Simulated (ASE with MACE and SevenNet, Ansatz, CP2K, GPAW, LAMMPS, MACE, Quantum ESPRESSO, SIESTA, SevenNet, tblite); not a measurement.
# Amorphous carbon (64 atoms) in machine-learned potentials

Aim: run amorphous carbon (64 atoms) in machine-learned potentials and see how near its forces come to a plane-wave reference, and at what cost.

Program: ASE with MACE and SevenNet. Level of theory: the method is named at each step. Results are calculated unless marked as measured.

**1. The starting structure**

The cell holds 64 atoms: 64 C. Its edges and angles: a = 7.590 Å, b = 7.590 Å, c = 7.590 Å, α = 90.0°, β = 90.0°, γ = 90.0°. 64 atoms (64 C) placed at random at 2.92 g/cm³, melted at 6000 K for 10 ps at fixed volume with the Tersoff potential (Tersoff, Phys. Rev. B 39, 5566 (1989)). Quenched from 6000 K to 300 K at 100 K/ps and fixed volume, held 5 ps, then minimised at fixed cell.

The yardstick, on the same geometry:

* method: Kohn-Sham DFT, PBE, PAW, plane waves (Ansatz 0.2.0); cutoff 420 eV, Γ point, fermi-dirac smearing of 0.05 eV; PAW set soft_2
* r.m.s. force component: 1.256 eV/Å
* longest force: 5.071 eV/Å
* pressure: -7.388 GPa
* SCF cycles: 11
* time: 4.1 s on 4 threads of Arm Neoverse V1, shared host
* CPU time: 14 s

**2. MACE MP-0b2 small potential**

Method: machine-learned interatomic potential MACE MP-0b2 small, trained on PBE(+U) plane-wave data.

File run.py:

```python
import numpy as np
from ase.io import read
import mlip  # loads the published weights by name

atoms = read("structure.xyz")
atoms.calc = mlip.calc("mace-mp-0b2-small")
energy = atoms.get_potential_energy()
forces = atoms.get_forces()
print(f"energy {energy:.6f} eV")
print("forces (eV/A)")
for i, (a, f) in enumerate(zip(atoms, forces)):
    print(f"{i:4d} {a.symbol:2s} {f[0]:10.5f} {f[1]:10.5f} {f[2]:10.5f}")
stress = -atoms.get_stress(voigt=False) * 160.21766
print("stress (GPa, compression positive)")
for row in stress:
    print(" ".join(f"{x:10.4f}" for x in row))
```

File structure.xyz:

```xyz
64
Lattice="7.59030 0.00000 0.00000 0.00000 7.59030 0.00000 0.00000 0.00000 7.59030" Properties=species:S:1:pos:R:3 pbc="T T T"
C 6.33532 6.97761 5.42342
C 6.62072 1.39145 3.81230
C 3.96183 5.72316 4.84314
C 2.99984 1.80740 7.44737
C 4.64974 4.93962 7.16949
C 1.54599 3.54619 1.33392
C 6.39392 5.10425 3.93777
C 5.66016 0.71599 0.76761
C 2.78989 1.89697 5.92848
C 4.06043 2.69456 0.55819
C 1.48003 3.92631 4.71563
C 6.46678 0.29139 2.89631
C 2.76879 5.83565 3.86620
C 4.73756 4.84337 1.78729
C 2.02502 0.93285 0.63455
C 2.23390 6.73510 6.46337
C 4.65969 7.19644 0.74476
C 1.39252 5.38145 4.42264
C 5.79193 3.73352 3.88752
C 7.30832 6.14237 6.24097
C 1.32307 0.60168 2.99483
C 1.18500 1.58584 4.03827
C 7.15720 6.55126 0.05989
C 3.97777 0.92784 5.28368
C 6.87901 2.81388 3.25715
C 7.15780 5.56915 1.12154
C 5.18000 7.13169 3.20098
C 5.35298 2.11352 1.04480
C 4.45141 6.40477 2.02881
C 0.50612 5.96598 2.11914
C 1.97705 5.96157 1.36777
C 4.22347 0.66673 3.70908
C 3.65526 6.90209 5.91208
C 3.86900 4.20852 0.62924
C 3.38300 2.91088 2.92621
C 4.48784 6.40424 7.08076
C 0.24562 5.37947 3.46512
C 0.47902 1.39092 0.16691
C 0.43568 3.81511 7.00585
C 3.00933 6.20515 2.44620
C 0.32039 1.31790 6.20628
C 3.89777 4.16275 5.27966
C 6.14678 4.51828 1.36883
C 6.55680 3.05214 1.54576
C 1.11729 6.17258 5.67033
C 0.90006 2.97517 3.67704
C 3.54156 1.47707 2.70814
C 4.54021 3.89762 2.94951
C 5.22881 3.30451 5.28915
C 5.66882 4.23660 6.40386
C 6.99218 0.34817 0.43272
C 2.38935 4.56063 0.59956
C 2.62139 3.50186 5.67284
C 1.94350 3.27354 2.65615
C 5.47610 6.22564 4.36753
C 1.81871 4.19425 6.83286
[... 4 atom lines left out ...]
C 0.24130 2.86640 0.66408
C 2.03549 7.06832 0.26604
C 6.56257 0.99236 5.38782
C 5.24922 1.77051 5.59959
```

Launch:

```console
> OMP_NUM_THREADS=1 python run.py > output.txt
```

The log of the run:

```text
energy -539.666300 eV
forces (eV/A)
   0 C    -0.16700    0.73906   -0.59127
   1 C     0.76676   -0.15140   -1.16434
   2 C    -0.89014    0.01740   -1.03656
   3 C     0.92346    1.34455    0.61440
   4 C     0.33142    0.68040   -1.49139
   5 C    -0.23355   -0.99275    2.57757
   6 C     1.93351    0.53684   -1.03955
   7 C    -0.71344    0.66299    0.73559
   8 C     0.15667   -0.28756    0.43160
   9 C     0.20722   -2.04159   -0.68578
  10 C     0.75471   -1.02689   -0.60046
  11 C     1.61697    0.65131    1.59262
  12 C     1.31001    0.42612   -2.87411
  13 C     0.73364   -1.24935    0.75386
  14 C     0.15395   -0.45432   -0.92806
  15 C    -1.73065   -0.15321   -0.36510
  16 C     1.33732   -1.29782   -0.94957
  17 C     0.96086    0.29773   -0.37618
  18 C     0.27622    0.45520   -0.55613
  19 C    -0.40254    0.24368   -0.42229
  20 C    -1.12098    0.40128   -1.33404
  21 C     0.17877   -1.96814    0.89415
  22 C     0.35285    0.00275    1.34218
  23 C     0.91028    0.55572   -0.78025
[...]
56 C     0.02395    0.31175    0.13771
  57 C    -2.59528    1.36043    1.75691
  58 C    -0.45786    0.89857    0.88486
  59 C     0.08223   -1.65315    0.34485
  60 C     1.71679    1.39407   -0.07888
  61 C    -0.15394   -1.07950   -0.59258
  62 C    -0.57313   -0.77555   -0.56486
  63 C    -0.05601   -0.96705   -1.08277
stress (GPa, compression positive)
  -16.0742    -5.2630    -1.5530
   -5.2630   -14.3008     0.2085
   -1.5530     0.2085    -1.5771
```

Elapsed: 7.3 s, on 1 thread of Arm Neoverse V1, shared host; peak memory 0.67 GiB.

Banners, paths, timers and routine set-up lines are dropped from the logs unmarked, and long logs keep their key lines alone; longer cuts are marked.

Against the reference:

* r.m.s. force component: 1.006 eV/Å
* r.m.s. difference of force components: 723.1 meV/Å
* longest difference of force vectors: 3105 meV/Å
* force difference over r.m.s. force: 57.56 %
* slope of forces against the reference's: 0.6552
* correlation of force components: 0.8179
* pressure: -10.65 GPa
* pressure difference: -3.262 GPa

A closer look about C58, which bears the longest force: 13 atoms, nearest first, numbered in the order of the input, with positions taken from that point.

| atom | x | y | z | distance (Å) | bonds | Fx | Fy | Fz (eV/Å) |
| --- | --- | --- | --- | --- | --- | --- | --- | --- |
| C58 | 0.00 | 0.00 | 0.00 | 0.00 | 3 | -2.60 | 1.36 | 1.76 |
| C22 | -0.31 | 0.24 | -1.36 | 1.42 | 3 | 0.18 | -1.97 | 0.89 |
| C41 | -1.18 | -0.03 | 0.81 | 1.43 | 3 | 1.21 | -0.43 | -1.16 |
| C9 | 1.29 | 0.55 | 0.53 | 1.50 | 4 | 0.16 | -0.29 | 0.43 |
| C46 | -0.60 | 1.63 | -1.72 | 2.45 | 4 | -0.04 | 0.78 | 0.44 |
| C53 | 1.12 | 2.16 | 0.27 | 2.45 | 4 | -0.79 | 1.33 | -0.71 |
| C24 | 2.48 | -0.42 | -0.11 | 2.52 | 4 | 0.91 | 0.56 | -0.78 |
| C21 | -0.17 | -0.74 | -2.40 | 2.52 | 3 | -1.12 | 0.40 | -1.33 |
| C63 | -2.52 | -0.35 | -0.01 | 2.55 | 4 | -0.57 | -0.78 | -0.56 |
| C16 | 0.74 | -2.20 | 1.07 | 2.55 | 3 | -1.73 | -0.15 | -0.37 |
| C38 | -1.02 | 0.05 | 2.36 | 2.57 | 4 | -0.23 | -0.44 | -1.01 |
| C4 | 1.50 | 0.46 | 2.05 | 2.58 | 3 | 0.92 | 1.34 | 0.61 |
| C11 | -0.02 | 2.58 | -0.68 | 2.67 | 3 | 0.75 | -1.03 | -0.60 |

Atoms are counted from 1 here, from 0 in the log.

Forces lie 58 % from the reference's, at 0.53 times its CPU time (on 1 against 4 cores).

**3. MACE MPA-0 medium potential**

Method: machine-learned interatomic potential MACE MPA-0 medium, trained on PBE(+U) plane-wave data.

run.py: that of step 2 with these lines changed.

```diff
@@ -5,3 +5,3 @@
 atoms = read("structure.xyz")
-atoms.calc = mlip.calc("mace-mp-0b2-small")
+atoms.calc = mlip.calc("mace-mpa-0-medium")
 energy = atoms.get_potential_energy()
```

structure.xyz is that of step 2.

The log of the run:

```text
energy -535.864885 eV
forces (eV/A)
   0 C    -0.20870    0.59742   -0.23225
   1 C     1.28960    0.19390   -0.38954
   2 C    -0.74875    0.01032   -0.93716
   3 C     0.97919    0.67686    0.65707
   4 C    -0.21352   -0.11586   -2.07095
   5 C    -0.34458   -1.27994    2.61771
   6 C     2.09595    0.25895   -0.79016
   7 C    -0.71308    1.16895    0.39617
   8 C    -0.49881   -0.56899    0.55558
   9 C     0.23405   -1.38025   -1.09592
  10 C     0.23141   -1.16418   -1.00394
  11 C     1.43877   -0.20427    1.47409
  12 C     1.14792    0.71143   -3.38570
  13 C     0.66017   -1.36316    0.72967
  14 C     0.12116   -0.58607   -0.94991
  15 C    -1.85382   -0.29819   -1.08488
  16 C     0.56298   -1.04798   -0.74078
  17 C     0.68821    0.28339   -0.20936
  18 C     0.33094    0.37739   -0.54525
  19 C    -0.15672   -0.08724   -0.61082
  20 C    -1.10315    0.38497   -1.37868
  21 C    -0.34654   -2.02306    0.25590
  22 C     0.93400    0.29034    1.24246
  23 C     0.78469    0.27641   -0.20393
[...]
56 C     0.04147    0.22298    0.22855
  57 C    -2.16284    0.77831    2.01877
  58 C    -0.90850   -0.08757    0.88071
  59 C     0.00855   -1.76173   -0.71699
  60 C     1.94052    1.40928   -0.56916
  61 C     0.12461   -1.21318   -0.11616
  62 C    -0.21798   -0.57731    0.09407
  63 C    -0.09030   -0.77858   -0.69309
stress (GPa, compression positive)
  -18.1311    -5.0756    -1.9570
   -5.0756   -16.8668     0.5419
   -1.9570     0.5419    -2.4413
```

Run time: 9.2 s. Hardware: 1 thread; peak memory 1.3 GiB.

Numbers from this run, and their distance from the reference:

- r.m.s. force component: 1.007 eV/Å
- r.m.s. difference of force components: 625.8 meV/Å
- longest difference of force vectors: 2292 meV/Å
- force difference over r.m.s. force: 49.81 %
- slope of forces against the reference's: 0.697
- correlation of force components: 0.8698
- pressure: -12.48 GPa
- pressure difference: -5.091 GPa

Against the first run (58 %), the force difference from the reference is 50 %, at 1.3 times the CPU time.

**4. SevenNet 0 potential**

Method: machine-learned interatomic potential SevenNet 0, trained on PBE(+U) plane-wave data.

run.py: that of step 3 with these lines changed.

```diff
@@ -5,3 +5,3 @@
 atoms = read("structure.xyz")
-atoms.calc = mlip.calc("mace-mpa-0-medium")
+atoms.calc = mlip.calc("7net-0")
 energy = atoms.get_potential_energy()
```

structure.xyz is that of step 3.

The log of the run:

```text
energy -530.281982 eV
forces (eV/A)
   0 C    -0.58729    0.66599    0.07450
   1 C     1.91085    0.56862    0.37115
   2 C    -0.50086    0.26184   -0.57933
   3 C     0.56199    0.97962    0.49684
   4 C    -0.76266   -0.14833   -2.33831
   5 C     0.32420   -1.25596    2.45910
   6 C     1.42136    0.07282   -0.51330
   7 C     0.75410    0.43175    0.87397
   8 C     0.21850   -0.47807    0.49867
   9 C     1.22478   -1.99208    0.64471
  10 C    -0.22787   -1.33945   -0.99337
  11 C     1.74103   -0.31166   -0.37911
  12 C     0.69291    1.13502   -3.72286
  13 C     0.75434   -1.40768    0.38261
  14 C     0.91696   -0.40672   -0.25853
  15 C    -2.84832   -0.50810   -1.47205
  16 C    -0.50701   -1.87295   -1.65727
  17 C     1.25362    0.96853   -0.56274
  18 C     1.01158    0.47206   -0.98144
  19 C     0.33419   -0.00899   -0.48443
  20 C     0.42210    0.22755   -1.85409
  21 C    -2.01938   -1.60998   -0.02511
  22 C     0.36259    0.40602    1.54710
  23 C     0.84480    0.41908   -0.36750
[...]
56 C    -1.48988   -0.56133    1.47856
  57 C    -2.83215    0.44407    2.54138
  58 C    -1.50031    1.12119   -0.02496
  59 C     0.60378   -2.19153    0.69945
  60 C     1.36082    1.22676    0.12326
  61 C    -0.32019   -1.05749   -0.77286
  62 C    -0.86024   -0.80604   -0.12315
  63 C     0.60961   -1.03768   -1.11742
stress (GPa, compression positive)
  -19.4744    -3.4294    -2.0602
   -3.4294   -13.4406     0.3469
   -2.0602     0.3469    -7.2997
```

Elapsed: 9 s, on 1 thread; peak memory 1.1 GiB.

Compared with the plane-wave run:

```
r.m.s. force component                  : 1.198 eV/Å
r.m.s. difference of force components   : 703.3 meV/Å
longest difference of force vectors     : 2672 meV/Å
force difference over r.m.s. force      : 55.99 %
slope of forces against the reference's : 0.7979
correlation of force components         : 0.8368
pressure                                : -13.4 GPa
pressure difference                     : -6.017 GPa
```

Against the first run (58 %), the force difference from the reference is 56 %, at 1.2 times the CPU time.

**5. Side by side**

Differences are against the plane-wave reference, forces as r.m.s. over components; share is that over the reference's r.m.s. force, slope the least-squares factor from reference forces to these. Total energies of different programs have different zeros and aren't compared.

| run | Δ force, r.m.s. (meV/Å) | share (%) | slope | Δ pressure (GPa) | cores | CPU time | memory (GiB) |
| --- | --- | --- | --- | --- | --- | --- | --- |
| reference | - | - | - | - | 4 | 14 s | 0.54 |
| MACE MP-0b2 small potential | 723 | 57.6 | 0.655 | -3.26 | 1 | 7.2 s | 0.67 |
| MACE MPA-0 medium potential | 626 | 49.8 | 0.697 | -5.09 | 1 | 9.2 s | 1.3 |
| SevenNet 0 potential | 703 | 56.0 | 0.798 | -6.02 | 1 | 9 s | 1.1 |

Times of the machine-learned potentials are mostly Python's start and the loading of weights.

CPU time is summed over cores on a shared host, where runs went side by side, so it is rough. Symmetry, cutoffs, thresholds, outputs and thread counts weren't matched or tuned between programs; memory under MPI is the largest rank's times the ranks.

**6. What came out**

```json
{
 "nearest in forces": "MACE MPA-0 medium potential, 50 %",
 "its CPU time": "9.2 s"
}
```

Machine-learned potentials differ by 50 % (MACE MPA-0 medium potential) to 58 % (MACE MP-0b2 small potential); they were trained on other programs' data. Among those trained on PBE data the slope goes as low as 0.66, with a correlation of 0.82, so directions differ as well as sizes. Machine-learned potentials mimic data converged in k, so the reference's own k-point error enters their differences. The quench rate of 100 K/ps is many orders above laboratory rates, so the cell is likely richer in defects and strain than a real sample. The network of bonds at the start is that of the classical potential that made the cell, and needn't be the one that DFT or experiment would give. The reference's stress is far from hydrostatic: its diagonal is -13.3, -8.4, -0.4 GPa, compression counted positive. The reference's pressure of -7.4 GPa belongs to a cell and atoms that aren't relaxed at this level. The electronic-structure runs sample only Γ, in a cell whose shortest periodic width is 8 Å, which is coarse for a cell with partly filled levels.

[Also dropped from logs without a mark: logging warnings of Python, and SIESTA's first energy breakdown and zero terms.]

[Logs are printed without paths, hosts, clocks, repeated set-up lines and the standing remarks that a program may print on its own settings, such as how far it seeks lower states.]

[Hosts, paths, dates, database ids (printed as entryN), source tags and the programs' standing remarks are cut or masked in the printed files.]
